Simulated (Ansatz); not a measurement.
# TaAgS3 (model cell, started as cubic perovskite with Ta in the octahedra): a soft mode frozen in, part 3 of 3

Which phase does TaAgS3 (model cell, started as cubic perovskite with Ta in the octahedra) fall into along its unstable mode, and how much energy does it gain?

Ansatz 0.2.0; DFT PBE, scalar-relativistic, plane waves, PAW; PAW set soft_1.

So far. Step 5 (Energy along the mode, all amplitudes (two of the runs …): The lowest of the steps tried is the last one, at 0.6 Å, 132 meV/atom below the parent; the bottom of the well need not coincide with a step. Step 7 (The new phase in its own primitive cell): The largest force component left is 0.22 meV/Å and the pressure is -0.007 GPa, within the tolerances set. The cell now holds 20.53 Å³/atom. The relaxed cell has a = 6.576, c = 9.496 Å (conventional setting).

The structure was built from a prototype and need not be the compound's stable phase.

### 8. Modes of the new phase

A relaxed structure may still be a saddle point, so its zone-centre modes are computed. No field response is asked, since the mesh shows no gap.

input.yaml reads:

```yaml
crystal:
  lattice:
    - [-3.2879790049, 3.2879790049, 4.7480655501]
    - [3.2879790049, -3.2879790049, 4.7480655501]
    - [3.2879790049, 3.2879790049, -4.7480655501]
  atoms:
    - { symbol: Ag, position: [0.25, 0.75, 0.5] }
    - { symbol: Ag, position: [0.75, 0.25, 0.5] }
    - { symbol: Ta, position: [0.0, 0.0, 0.0] }
    - { symbol: Ta, position: [0.5, 0.5, 0.0] }
    - { symbol: S, position: [0.8366502588, 0.3366502588, 0.1733005176] }
    - { symbol: S, position: [0.1633497412, 0.6633497412, 0.8266994824] }
    - { symbol: S, position: [0.25, 0.25, 0.0] }
    - { symbol: S, position: [0.75, 0.75, 0.0] }
    - { symbol: S, position: [0.6633497412, 0.8366502588, 0.5] }
    - { symbol: S, position: [0.3366502588, 0.1633497412, 0.5] }
kpoints:
  mp_grid: { grid: [8, 8, 8] }
hamiltonian:
  xc: pbe
  pseudopotentials: { kind: paw, azcp: { folder: soft_1 } }
scf:
  occupations: { method: methfessel_paxton, width: 0.2 }
output:
  eigenvalues: true
phonons:
  method: dfpt
```

Started as:

```bash
$ ansatz run input.yaml --threads 4 --pin off --max-ram 16384MiB --backend cpu --events-out ev --progress --plain --runs-dir out
```

Numbers of over 12 decimals in the logs are rounded to 6 here.

Log:

```text
[...]
Crystal: 10 atoms, lattice volume = 205.322 Å³
Basis set: ecut = 420 eV, 3967 PW (Γ), exchange–correlation on 96×96×96 points (8 copies of the dense FFT grid, shifted against one another)
Bands: 60, of which v1, the nominal top of the filled ones, is band 50 counted from 1 (49 counted from 0)
Symmetry: 16 space group operations
k-points: 260 of 512 (irreducible under 1 space group operation, time reversal used)
[...]
SCF iter   1: F=—  HF=-40465.051643 eV  |F-HF|=—  |Δ(HF+E_count)|=         —  Δρ=3.05e-2  dr2=2.87e0  ethr=3.10e-3  ⟨swp⟩=6.3  Hψ=61285  notcnv=0
[...]
SCF iter  13: F=-40464.403976 eV  HF=-40464.403976 eV  |F-HF|=7.28e-12  |Δ(HF+E_count)|=  2.18e-11  S|Δr|=    0.00e0  Δρ=3.77e-8  dr2=3.02e-12  ethr=1.00e-12  ⟨swp⟩=13.8  Hψ=83179  notcnv=0
SCF 1 converged in 13 iterations: F = -40464.403976 eV  dr2 = 3.02e-12
[...]
DFPT response loops at Γ: preconditioner auto → Kerker (q_TF=auto, 2.420 Å⁻¹) (partly filled bands, converged f_vac=0.005); β = 1.00, the filter's whole step (`scf.mixing.beta` (0.50) is not read by the response loops under this deck's `scf.mixing.preconditioner`; to damp them name `kerker` or `kerker_dos`, under which they read `scf.mixing.beta`, and type it under 1.00, their step now; both keys bind the ground state too); Broyden in place of MSR1
SCF converged after 13 iterations
[...]
Free energy (F): -40464.403976 eV
[...]
Internal energy: -40464.410093 eV  (E = F + TS)
E sigma→0 (E₀):  -40464.405505 eV
Entropy (-TS):   0.006118 eV (0.612 meV/atom)
Fermi energy:    9.144927 eV
[...]
--- Band table (eV; the first three rows and the last of 260) ---
  k-point 0: bands = [... 46 lower, 8.6227, 8.6227, 9.0474, 9.0474, 9.3224, 9.6537, 9.6537, 9.9700, ... 6 higher]
  k-point 1: bands = [... 46 lower, 8.4851, 8.4977, 8.6122, 8.9187, 9.5038, 9.6880, 10.0283, 10.2958, ... 6 higher]
  k-point 2: bands = [... 46 lower, 8.2186, 8.2526, 8.5174, 9.0942, 9.1792, 9.9033, 10.4122, 10.7596, ... 6 higher]
  k-point 259: bands = [... 46 lower, 7.5298, 7.5298, 9.0494, 9.0494, 9.2875, 9.9824, 10.9625, 10.9625, ... 6 higher]
--- Phonons (Γ-DFPT): 8 representative perturbations + reference, on 260 of 512 k-points (Σ response iterations 28) ---
  k mesh reduced under 1 symmetry operation, with k and −k counted as one. Each operation leaves every solved perturbation unchanged. A smaller set is not used because it would not reduce the number of displacements times k-points to solve
  ASR residual: 5.261e-5 → 0.000e0 eV/Å²; symmetrization residual: 2.087e-5 eV/Å²
  ASR residual per site (eV/Å²): 2.44e-5 2.44e-5 3.10e-5 3.10e-5 3.93e-5 3.93e-5 5.26e-5 5.26e-5 3.93e-5 3.93e-5
  Γ frequencies (cm⁻¹): -115.26 -115.26 -75.86 -75.86 -59.23 -19.61 -19.61 0.00 0.00 0.00 17.31 17.31 45.46 49.92 108.80 108.80 134.25 141.93 141.93 174.39 179.49 200.15 200.15 218.83 246.76 263.29 263.29 311.47 345.46 466.47
  non-analytic LO–TO correction: not included (Born effective charges unavailable; polar crystals: no LO–TO splitting at Γ)
```

It took 18 min on 4 threads of Arm Neoverse V1, shared host; peak memory 8.2 GiB; 71 min of CPU time.

Numbers from this step:

- sum-rule residual before enforcement: 5.26e-5 eV/Å²
- point group: 4/mmm
- highest optical mode at the zone centre (no LO-TO term): 466.5 cm⁻¹
- lowest optical zone-centre mode: -115.3 cm⁻¹

Patterns of degenerate modes are one choice out of their space. The modes at Γ (shares of kinetic energy by element, %) (negative means imaginary):

| mode | frequency (cm⁻¹) | symmetry | Ag % | Ta % | S % |
| --- | --- | --- | --- | --- | --- |
| 1 | -115.3 | Eg | 0 | 0 | 100 |
| 2 | -115.3 | Eg | 0 | 0 | 100 |
| 3 | -75.9 | Eu | 3 | 25 | 73 |
| 4 | -75.9 | Eu | 3 | 25 | 73 |
| 5 | -59.2 | A2u | 0 | 36 | 64 |
| 6 | -19.6 | Eu | 67 | 25 | 9 |
| 7 | -19.6 | Eu | 67 | 25 | 9 |
| 8 | 0.0 | acoustic | 28 | 47 | 25 |
| 9 | 0.0 | acoustic | 28 | 47 | 25 |
| 10 | 0.0 | acoustic | 28 | 47 | 25 |
| 11 | 17.3 | Eg | 100 | 0 | 0 |
| 12 | 17.3 | Eg | 100 | 0 | 0 |
| 13 | 45.5 | B2g | 99 | 0 | 1 |
| 14 | 49.9 | A2u | 71 | 14 | 14 |
| 15 | 108.8 | Eu | 0 | 16 | 83 |
| 16 | 108.8 | Eu | 0 | 16 | 83 |
| 17 | 134.2 | B1u | 0 | 0 | 100 |
| 18 | 141.9 | Eu | 3 | 87 | 11 |
| 19 | 141.9 | Eu | 3 | 87 | 11 |
| 20 | 174.4 | A2g | 0 | 0 | 100 |
| 21 | 179.5 | A1u | 0 | 100 | 0 |
| 22 | 200.2 | Eg | 0 | 0 | 100 |
| 23 | 200.2 | Eg | 0 | 0 | 100 |
| 24 | 218.8 | A1g | 0 | 0 | 100 |
| 25 | 246.8 | B2g | 1 | 0 | 99 |
| 26 | 263.3 | Eu | 0 | 1 | 99 |
| 27 | 263.3 | Eu | 0 | 1 | 99 |
| 28 | 311.5 | B1g | 0 | 0 | 100 |
| 29 | 345.5 | A2u | 0 | 3 | 97 |
| 30 | 466.5 | A2g | 0 | 0 | 100 |

Displacements in mode 1 (-115.3 cm⁻¹), the largest set to 1:
```
Ag1  0.00  0.00  0.00
Ag2  0.00  0.00  0.00
Ta3  0.00  0.00  0.00
Ta4  0.00  0.00  0.00
S5   0.00  0.00 -0.75
S6   0.00  0.00  0.75
S7   0.02 -1.00  0.00
S8  -0.02  1.00  0.00
S9   0.00  0.00 -0.72
S10  0.00  0.00  0.72
```

Displacements in mode 19 (141.9 cm⁻¹), the largest set to 1:
```
Ag1  0.00  0.24  0.00
Ag2  0.00  0.24  0.00
Ta3 -0.99 -0.39  0.00
Ta4  1.00 -0.38  0.00
S5   0.21  0.57  0.00
S6   0.21  0.57  0.00
S7   0.00  0.20  0.00
S8   0.00  0.20  0.00
S9  -0.22  0.58  0.00
S10 -0.22  0.58  0.00
```

Before it was imposed, the acoustic sum rule was missed by 5.3e-5 eV/Å². Small misses are needed for a sound result but don't prove that mesh and cutoff are converged. The lowest optical mode is imaginary, 115.3i cm⁻¹, so the energy falls along it.

### 9. Outcome

```yaml
unstable_mode_of_the_parent: q = (-0.5, -0.5, -0.5), 174i cm⁻¹
depth_at_the_lowest_point_sampled: 132 meV/atom
largest_atomic_shift_at_that_point: 0.6 Å
space_group_reached_within_0p01_a: I4/mcm
energy_gained_over_the_parent_first_relaxation_on_the_mesh_of_the_frozen_mode: 185 meV/atom
volume_per_atom_phase_reached: 20.5 Å³
lowest_optical_zone_centre_mode_phase_reached: -115 cm⁻¹
highest_optical_mode_at_the_zone_centre_no_lo_to_term_phase_reached: 466 cm⁻¹
```

Along this mode the structure falls into I4/mcm, 185 meV/atom below the parent. At the parent's cell the well is 131.5 meV/atom deep on the steps tried, with its lowest point at a shift of 0.6 Å. That is the last step tried, so the steps alone don't bracket the bottom of the well. Relaxing atoms and cell changes the gain by +53.25 meV/atom against the lowest step (energies at zero smearing). The new phase still has an imaginary mode at the zone centre of its cell, so it is a saddle point on the way to a lower structure. Of the 4 patterns followed to their end from this parent, this one ends 97.6 meV/atom above the lowest, Imma. Each path keeps the symmetry of its pattern, so a lower phase may lie along a pattern not tried. With no gap, or one that is small against the smearing, the frequencies hang on the k mesh and the smearing, most of all near Kohn anomalies. A semilocal functional can close a gap that the real compound would have, so the metallic treatment may be an artefact of the level. Spin-orbit coupling is left out, which can matter for the heavy elements here. A phonon run warned that its eigensolver left some bands unconverged in a pass. The starting cell was built on a prototype and not taken from a measurement, so the phase need not exist.

[Logs are printed without paths, hosts, clocks, repeated set-up lines and the standing remarks that a program may print on its own settings, such as how far it seeks lower states.]

[Hosts, paths, dates, database ids (printed as entryN), source tags and the programs' standing remarks are cut or masked in the printed files.]
